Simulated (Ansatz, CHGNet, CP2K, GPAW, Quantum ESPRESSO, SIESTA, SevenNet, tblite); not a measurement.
**A faulty CP2K run on random packing of B86H14 (at. %) (90 atoms)**

Program: CP2K 2026.2, a calculation on a cell of 77 B and 13 H, 7.85 Å³ an atom.

File input.inp:

```
&GLOBAL
  PROJECT cell
  RUN_TYPE ENERGY_FORCE
  PRINT_LEVEL LOW
&END GLOBAL
&FORCE_EVAL
  METHOD QS
  STRESS_TENSOR ANALYTICAL
  &DFT
    BASIS_SET_FILE_NAME BASIS_MOLOPT
    POTENTIAL_FILE_NAME GTH_POTENTIALS
    &MGRID
      CUTOFF 450
      REL_CUTOFF 50
    &END MGRID
    &QS
      EPS_DEFAULT 1.0E-12
    &END QS
    &SCF
      SCF_GUESS ATOMIC
      EPS_SCF 1.0E-06
      MAX_SCF 3
      ADDED_MOS 34
      &DIAGONALIZATION
        ALGORITHM STANDARD
      &END DIAGONALIZATION
      &SMEAR ON
        METHOD FERMI_DIRAC
        ELECTRONIC_TEMPERATURE [K] 580
      &END SMEAR
      &MIXING
        METHOD BROYDEN_MIXING
        ALPHA 0.15
        NBROYDEN 8
      &END MIXING
      &PRINT
        &RESTART OFF
        &END RESTART
      &END PRINT
    &END SCF
    &XC
      &XC_FUNCTIONAL PBE
      &END XC_FUNCTIONAL
    &END XC
    &PRINT
      &MULLIKEN ON
      &END MULLIKEN
      &HIRSHFELD ON
        SHAPE_FUNCTION DENSITY
      &END HIRSHFELD
      &MO ON
        EIGENVALUES T
        OCCUPATION_NUMBERS T
        MO_INDEX_RANGE 111 134
        &EACH
          QS_SCF 0
        &END EACH
        ADD_LAST NUMERIC
      &END MO
    &END PRINT
  &END DFT
  &SUBSYS
    &CELL
      A 8.90670 0.00000 0.00000
      B 0.00000 8.90670 0.00000
      C 0.00000 0.00000 8.90670
    &END CELL
    &TOPOLOGY
      COORD_FILE_NAME structure.xyz
      COORD_FILE_FORMAT XYZ
    &END TOPOLOGY
    &KIND B
      BASIS_SET DZVP-MOLOPT-SR-GTH-q3
      POTENTIAL GTH-PBE-q3
    &END KIND
    &KIND H
      BASIS_SET DZVP-MOLOPT-SR-GTH-q1
      POTENTIAL GTH-PBE-q1
    &END KIND
  &END SUBSYS
  &PRINT
    &FORCES ON
    &END FORCES
    &STRESS_TENSOR ON
    &END STRESS_TENSOR
  &END PRINT
&END FORCE_EVAL
```

File structure.xyz:

```xyz
90

B 7.78775 0.82672 2.86689
B 6.16272 1.72398 4.08283
B 5.98797 7.62503 1.78838
B 0.01496 3.16927 0.66765
B 6.39082 3.71739 2.79697
B 8.56361 0.32305 8.24297
B 5.55457 3.87441 0.42191
B 6.67245 3.82311 5.94602
B 8.10813 7.65433 0.02850
B 7.07459 3.12625 4.32242
[... 76 atom lines left out ...]
H 5.40494 5.16384 2.64244
H 2.89486 8.17599 1.49321
H 7.83273 5.82471 7.01759
H 3.72407 4.95017 3.50176
```

Command:

```sh
$ OMP_NUM_THREADS=1 mpirun -np 4 cp2k.psmp -i input.inp > output.txt
```

Numbers of over 12 decimals in the logs are rounded to 6 here.

Log:

```text
CP2K| version string:                                       CP2K version 2026.2
 CP2K| Input file name                                                 input.inp
 GLOBAL| Basis set file name                                        BASIS_MOLOPT
 GLOBAL| Potential file name                                      GTH_POTENTIALS
 GLOBAL| Run type                                                   ENERGY_FORCE
 GLOBAL| Total number of message passing processes                             4
 GLOBAL| Number of threads for this process                                    1
 TOTAL NUMBERS AND MAXIMUM NUMBERS
  Total number of            - Atomic kinds:                                   2
                             - Atoms:                                         90
                             - Shell sets:                                    90
                             - Shells:                                       424
                             - Primitive Cartesian functions:                373
                             - Cartesian basis functions:                   1143
                             - Spherical basis functions:                   1066
  Maximum angular momentum of- Orbital basis functions:                        2
                             - Local part of the GTH pseudopotential:          2
                             - Non-local part of the GTH pseudopotential:      0
 SCF PARAMETERS         Density guess:                                    ATOMIC
                        max_scf:                                               3
                        eps_scf:                                        1.00E-06
                        added MOs                                        34    0
                        Mixing method:                            BROYDEN_MIXING
                                                charge density mixing in g-space
                        Smear method:                                FERMI_DIRAC
                        Electronic temperature [K]:                        580.0
                        Electronic temperature [a.u.]:                  1.84E-03
                        Accuracy threshold:                             1.00E-10
 Extrapolation method: initial_guess
 Number of electrons:                                                        244
 Number of occupied orbitals:                                                122
 Number of molecular orbitals:                                               156
 Number of orbital functions:                                               1066
 Number of independent orbital functions:                                   1066
 SCF WAVEFUNCTION OPTIMIZATION
  Step     Update method      Time    Convergence         Total energy    Change
     1 NoMix/Diag. 0.15E+00    4.8     1.30549684      -229.1921555087 -2.29E+02
     2 Broy./Diag. 0.15E+00    6.4     0.31121084      -212.6216565587  1.66E+01
     3 Broy./Diag. 0.15E+00    6.4     0.21103641      -216.2445632065 -3.62E+00
  Leaving inner SCF loop after reaching     3 steps.
  Electronic density on regular grids:       -244.0000000000        0.0000000000
  Core density on regular grids:              243.9999999995       -0.0000000005
  Total charge density on r-space grids:       -0.0000000005
  Total charge density g-space grids:          -0.0000000005
  Overlap energy of the core charge distribution:               1.85964e-05
  Self energy of the core charge distribution:               -484.912963
  Core Hamiltonian energy:                                    155.553207
  Hartree energy:                                             196.704455
  Exchange-correlation energy:                                -83.579642
  Electronic entropic energy:                                  -0.00911228
  Fermi energy:                                                 0.223734
  Total energy:                                              -216.244563
  Total energy (extrapolated to T->0):                       -216.240007
 *   ___                                                                       *
 *  /   \                                                                      *
 * [ABORT]                                                                     *
 *  \___/     SCF run NOT converged. To continue the calculation regardless,   *
 *    |             please set the keyword IGNORE_CONVERGENCE_FAILURE.         *
 *  O/|                                                                        *
 * /| |                                                                        *
```

It took 24 s on 4 MPI ranks of Arm Neoverse V1, shared host; peak memory 2 GiB.

Banners, paths, timers and routine set-up lines are dropped from the logs unmarked, and long logs keep their key lines alone; longer cuts are marked.

Q: Name the fault.

Too few SCF iterations: iteration limit 3.

The run ended unconverged.

[Also dropped from logs without a mark: logging warnings of Python, and SIESTA's first energy breakdown and zero terms.]

[Logs are printed without paths, hosts, clocks, repeated set-up lines and the standing remarks that a program may print on its own settings, such as how far it seeks lower states.]

[Hosts, paths, dates, database ids (printed as entryN), source tags and the programs' standing remarks are cut or masked in the printed files.]
